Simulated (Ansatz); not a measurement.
# SiTe2 monolayer (1T): phonons and vibrational spectra, part 2 of 2

Aim: the phonons of SiTe2 monolayer (1T) at a cell relaxed beforehand at this level. After the zone centre comes a 6×6×1 q mesh on a 18×18×1 k mesh.

Ansatz 0.2.0; DFT LDA, scalar-relativistic, plane waves, PAW; PAW set soft_1.

So far. Step 2 (Modes at Γ): Before it was imposed, the acoustic sum rule was missed by 1.3e-4 eV/Å². Small misses are needed for a sound result but don't prove that mesh and cutoff are converged. The lowest optical mode is real, 84.2 cm⁻¹.

## 3. The dispersion (continued)

The partial phonon density of states has structure finer than the step of the table below, so its rows give means over 10 cm⁻¹, whole bins alone (the curve runs from -10 to 335 cm⁻¹). Peaks (cm⁻¹: height): Si 239.5: 0.0566, 254.7: 0.0427, 274.2: 0.0215, 298.1: 0.0337; Te 57.3: 0.0648, 87.6: 0.0805, 98.5: 0.0939, 113.7: 0.129.

Phonopy on the run's constants, 17x17x1 mesh, Gaussian sigma 2.5 cm-1. Interpolated from a 6×6×1 q mesh. Partial phonon density of states against wavenumber; means over each step; values in 1/cm⁻¹/cell:

| wavenumber (cm⁻¹) | Si | Te |
| --- | --- | --- |
| 0 | 3.9e-4 | 0.00347 |
| 10 | 0.00137 | 0.0114 |
| 20 | 0.00160 | 0.0130 |
| 30 | 0.00167 | 0.0141 |
| 40 | 0.00214 | 0.0198 |
| 50 | 0.00389 | 0.0408 |
| 60 | 0.00418 | 0.0470 |
| 70 | 0.00157 | 0.0248 |
| 80 | 8.9e-4 | 0.0413 |
| 90 | 9.7e-4 | 0.0722 |
| 100 | 0.00105 | 0.0841 |
| 110 | 0.00160 | 0.0921 |
| 120 | 8.4e-4 | 0.0619 |
| 130 | 3.3e-4 | 0.0313 |
| 140 | 8.5e-5 | 0.0161 |
| 150 | 3.5e-6 | 0.00396 |
| 160 | 0 | 6.3e-6 |
| 170 | 0 | 0 |
| 180 | 0 | 0 |
| 190 | 0 | 0 |
| 200 | 5.3e-4 | 6.0e-5 |
| 210 | 0.00670 | 7.2e-4 |
| 220 | 0.0148 | 0.00148 |
| 230 | 0.0350 | 0.00314 |
| 240 | 0.0463 | 0.00402 |
| 250 | 0.0369 | 0.00376 |
| 260 | 0.0343 | 0.00329 |
| 270 | 0.0173 | 0.00167 |
| 280 | 0.0145 | 0.00117 |
| 290 | 0.0220 | 0.00122 |
| 300 | 0.0275 | 0.00124 |
| 310 | 0.0183 | 6.9e-4 |
| 320 | 0.00320 | 1.2e-4 |
| 330 | 6.5e-7 | 0 |

Harmonic thermodynamic functions per atom, from the density of states. Interpolated from a 6×6×1 q mesh. Thermodynamic functions, by row:

| T (K) | F_vib (meV/atom) | S (J/mol-atom/K) | C_V (J/mol-atom/K) |
| --- | --- | --- | --- |
| 0 | 26.88 | 0 | 0 |
| 100 | 19.04 | 16.93 | 17.36 |
| 200 | -6.27 | 30.87 | 22.28 |
| 300 | -43.38 | 40.21 | 23.66 |
| 400 | -88.78 | 47.1 | 24.19 |
| 500 | -140.5 | 52.53 | 24.45 |
| 600 | -197.3 | 57 | 24.59 |
| 700 | -258.4 | 60.8 | 24.68 |
| 800 | -323.2 | 64.1 | 24.74 |
| 900 | -391.2 | 67.02 | 24.78 |
| 1000 | -462 | 69.63 | 24.81 |

Symmetry leaves 7 wavevectors to solve. The lowest mode among them, the acoustic zeros apart, lies at q = (0, 0.167, 0) and is real, 11.7 cm⁻¹.

## 4. Isotope substitution, element Si, natural mass 28.085 amu

An isotope changes the mass and not the force constants, so no new electronic calculation is needed; the shifts show which modes move this element.

The same force constants with the mass of Si changed from 28.085 to 29.974 u (phonopy, no LO-TO term). Both lists are sorted by frequency; levels can cross, so a row need not hold one and the same mode. Modes under 3 cm⁻¹ are left out. Isotope shifts, by row:

| q | rank | natural mass (cm⁻¹) | changed mass (cm⁻¹) |
| --- | --- | --- | --- |
| 0 0 0 | 4 | 84.23 | 84.23 |
| 0 0 0 | 5 | 84.23 | 84.23 |
| 0 0 0 | 6 | 148.7 | 148.7 |
| 0 0 0 | 7 | 205.4 | 199.5 |
| 0 0 0 | 8 | 205.4 | 199.5 |
| 0 0 0 | 9 | 302.6 | 293.9 |
| 0 0.1667 0 | 1 | 11.66 | 11.62 |
| 0 0.1667 0 | 2 | 30.95 | 30.85 |
| 0 0.1667 0 | 3 | 61.75 | 61.65 |
| 0 0.1667 0 | 4 | 86.9 | 86.89 |
| 0 0.1667 0 | 5 | 103 | 103 |
| 0 0.1667 0 | 6 | 140 | 139.9 |
| 0 0.1667 0 | 7 | 219.8 | 213.4 |
| 0 0.1667 0 | 8 | 244 | 236.7 |
| 0 0.1667 0 | 9 | 275.4 | 267.6 |
| 0 0.3333 0 | 1 | 43.77 | 43.6 |
| 0 0.3333 0 | 2 | 47.2 | 47.07 |
| 0 0.3333 0 | 3 | 78.54 | 78.53 |
| 0 0.3333 0 | 4 | 89.7 | 89.67 |
| 0 0.3333 0 | 5 | 114.8 | 114.7 |
| 0 0.3333 0 | 6 | 128 | 128 |
| 0 0.3333 0 | 7 | 231.7 | 224.9 |
| 0 0.3333 0 | 8 | 251.8 | 244.6 |
| 0 0.3333 0 | 9 | 296.9 | 287.8 |
| 0 -0.5 0 | 1 | 52.35 | 52.22 |
| 0 -0.5 0 | 2 | 67.43 | 67.16 |
| 0 -0.5 0 | 3 | 85.67 | 85.67 |
| 0 -0.5 0 | 4 | 101.6 | 101.6 |
| 0 -0.5 0 | 5 | 115.7 | 115.6 |
| 0 -0.5 0 | 6 | 122.6 | 122.6 |
| 0 -0.5 0 | 7 | 239.5 | 232.4 |
| 0 -0.5 0 | 8 | 248.7 | 241.6 |
| 0 -0.5 0 | 9 | 316.2 | 306.4 |

A mode of this element alone would shift by -3.20 %. The highest zone-centre frequency without the field goes from 302.6 to 293.9 cm⁻¹ (-2.9 %). The product of the frequency ratios over all optical modes at Γ is 0.916; the product rule, (m/m′)^(3k/2) (M′/M)^(3/2) with k = 1 such atoms and M the mass of the cell, gives 0.916.

## 5. Another isotope, element Te, natural mass 127.6 amu

The same for Te, from 127.60 to 129.91 u.

The same force constants with the mass of Te changed from 127.600 to 129.906 u (phonopy, no LO-TO term). Both lists are sorted by frequency; levels can cross, so a row need not hold one and the same mode. Modes under 3 cm⁻¹ are left out. Isotope shifts, by row:

| q | rank | natural mass (cm⁻¹) | changed mass (cm⁻¹) |
| --- | --- | --- | --- |
| 0 0 0 | 4 | 84.23 | 83.48 |
| 0 0 0 | 5 | 84.23 | 83.48 |
| 0 0 0 | 6 | 148.7 | 147.4 |
| 0 0 0 | 7 | 205.4 | 205.2 |
| 0 0 0 | 8 | 205.4 | 205.2 |
| 0 0 0 | 9 | 302.6 | 302.3 |
| 0 0.1667 0 | 1 | 11.66 | 11.57 |
| 0 0.1667 0 | 2 | 30.95 | 30.7 |
| 0 0.1667 0 | 3 | 61.75 | 61.23 |
| 0 0.1667 0 | 4 | 86.9 | 86.13 |
| 0 0.1667 0 | 5 | 103 | 102.1 |
| 0 0.1667 0 | 6 | 140 | 138.7 |
| 0 0.1667 0 | 7 | 219.8 | 219.6 |
| 0 0.1667 0 | 8 | 244 | 243.9 |
| 0 0.1667 0 | 9 | 275.4 | 275.1 |
| 0 0.3333 0 | 1 | 43.77 | 43.43 |
| 0 0.3333 0 | 2 | 47.2 | 46.82 |
| 0 0.3333 0 | 3 | 78.54 | 77.84 |
| 0 0.3333 0 | 4 | 89.7 | 88.91 |
| 0 0.3333 0 | 5 | 114.8 | 113.8 |
| 0 0.3333 0 | 6 | 128 | 126.9 |
| 0 0.3333 0 | 7 | 231.7 | 231.5 |
| 0 0.3333 0 | 8 | 251.8 | 251.6 |
| 0 0.3333 0 | 9 | 296.9 | 296.8 |
| 0 -0.5 0 | 1 | 52.35 | 51.91 |
| 0 -0.5 0 | 2 | 67.43 | 66.9 |
| 0 -0.5 0 | 3 | 85.67 | 84.91 |
| 0 -0.5 0 | 4 | 101.6 | 100.7 |
| 0 -0.5 0 | 5 | 115.7 | 114.7 |
| 0 -0.5 0 | 6 | 122.6 | 121.5 |
| 0 -0.5 0 | 7 | 239.5 | 239.3 |
| 0 -0.5 0 | 8 | 248.7 | 248.5 |
| 0 -0.5 0 | 9 | 316.2 | 316.1 |

A mode of this element alone would shift by -0.89 %. The highest zone-centre frequency without the field goes from 302.6 to 302.3 cm⁻¹ (-0.1 %). The product of the frequency ratios over all optical modes at Γ is 0.971; the product rule, (m/m′)^(3k/2) (M′/M)^(3/2) with k = 2 such atoms and M the mass of the cell, gives 0.971.

## 6. Summary of results

```json
{
 "space group (within 0.01 Å)": "P-3m1",
 "area per atom": "3.98 Å²",
 "electronic character": "no gap on this mesh",
 "highest optical mode at the zone centre (no LO-TO term)": "303 cm⁻¹",
 "lowest optical zone-centre mode": "84.2 cm⁻¹",
 "lowest mode on the q mesh (acoustic modes at Γ apart)": "11.7 cm⁻¹",
 "highest frequency on the path or at a solved wavevector": "316 cm⁻¹",
 "zero-point energy per atom": "26.9 meV",
 "heat capacity at 300 K": "23.7 J/(mol atoms K)",
 "vibrational entropy at 300 K": "40.2 J/(mol atoms K)",
 "imaginary modes on the 6×6×1 q mesh": "none"
}
```

**Reading.** The structure is a minimum as far as tested: no mode is imaginary at the 7 irreducible wavevectors of the 6×6×1 mesh, and the softest away from the acoustic zeros lies at 12 cm⁻¹. The optical modes at Γ span 84 to 303 cm⁻¹. The highest mode in this list at Γ, 302.6 cm⁻¹, is mostly motion of Si (90 % of the kinetic energy). On the path and the mesh, the widest gap between branches runs from 149 to 205 cm⁻¹. With no gap, or one that is small against the smearing, the frequencies hang on the k mesh and the smearing, most of all near Kohn anomalies. In a sheet or slab the interpolated bending branch near Γ is rough, since the rotational sum rule isn't imposed. Spin-orbit coupling is left out, which can matter for the heavy elements here. The PAW files were made for PBE and serve the other functionals too. A phonon run warned that its eigensolver left some bands unconverged in a pass. The starting cell was built on a prototype and not taken from a measurement. These are harmonic frequencies at zero temperature: anharmonic shifts, linewidths and thermal expansion are left out.

[Logs are printed without paths, hosts, clocks, repeated set-up lines and the standing remarks that a program may print on its own settings, such as how far it seeks lower states.]

[Hosts, paths, dates, database ids (printed as entryN), source tags and the programs' standing remarks are cut or masked in the printed files.]
